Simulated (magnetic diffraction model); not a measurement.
# Magnetic neutron pattern of CeGe3Mo

Space group I4mm (no. 107), a = 4.4320 Å, c = 10.1930 Å.

| site | atom | x | y | z |
| --- | --- | --- | --- | --- |
| 2a | Ce | 0 | 0 | 0.4263 |
| 2a | Mo | 1/2 | 1/2 | 0.2652 |
| 2a | Ge | 1/2 | 1/2 | 0.4997 |
| 4b | Ge | 0 | 1/2 | 0.1516 |

The compound is invented for this exercise: a known structure type with other elements, its cell scaled to their sizes and not relaxed.

Only Ce is taken to order (form factors of Ce3+); orders and moment sizes are assumed, and not adapted to the symmetry. Radiation: neutrons of λ = 2.36 Å, 5° to 85°; isotropic B of 0.34 Å² (Ce), 0.38 Å² (Mo) and 0.41 Å² (Ge). Simulated constant-wavelength pattern: nuclear and magnetic terms add, the magnetic one as |2.695 fm × Σ f S⊥ exp(2πi Q·r) exp(−B s²)|², summed over all Q at one angle with the factor 1/(sin²θ cos θ). For collinear order S is the moment m, which repeats by lattice and centring translations R with the sign exp(−2πi k·R). Free-ion form factors, Sears's scattering lengths of 1992, no absorption; a label names one of the reflections at its angle. The strongest nuclear line in the range is 100, and lines under 0.2 are left out.

Assume the order k = (1/2 1/2 0), collinear moments along [100], 1.4 μB on Ce.

Predict the pattern, nuclear and magnetic parts apart.

```csv
2θ (°),index,nuclear,magnetic
21.70,(1/2 1/2 0),0.0,1.7
25.54,(1/2 -1/2 1),0.0,3.0
26.77,(0 0 2),17.4,0.0
33.76,(1 0 1),17.2,0.0
34.73,(1/2 1/2 2),0.0,2.0
44.24,(1 1 0),1.5,0.0
46.54,(1/2 -1/2 3),0.0,1.2
49.79,(3/2 -1/2 0),0.0,0.6
51.77,(3/2 1/2 1),0.0,1.1
51.90,(1 0 3),30.0,0.0
52.47,(1 1 2),100.0,0.0
55.17,(0 0 4),6.7,0.0
57.43,(3/2 -1/2 2),0.0,1.1
59.98,(1/2 1/2 4),0.0,0.7
64.35,(2 0 0),89.8,0.0
66.15,(3/2 1/2 3),0.0,0.9
70.41,(3/2 -3/2 1),0.0,0.3
70.99,(2 0 2),12.7,0.0
73.29,(1 1 4),84.0,0.0
74.67,(2 1 1),9.1,0.0
74.99,(1/2 -1/2 5),0.0,0.5
75.24,(3/2 3/2 2),0.0,0.3
77.48,(3/2 -1/2 4),0.0,0.7
79.16,(1 0 5),22.7,0.0
83.06,(3/2 -3/2 3),0.0,0.2
```

The strongest magnetic line in the range is (1/2 -1/2 1) at 25.54° (3.0). On top of the Lorentz factor, which all lines share, magnetic lines fade with angle because f falls: for Ce3+ it is 0.96, 0.86, 0.71 and 0.43 at sin θ/λ = 0.1, 0.2, 0.3 and 0.5 Å⁻¹, while nuclear lengths stay constant. The order has no net moment.

[Logs are printed without paths, hosts, clocks, repeated set-up lines and the standing remarks that a program may print on its own settings, such as how far it seeks lower states.]
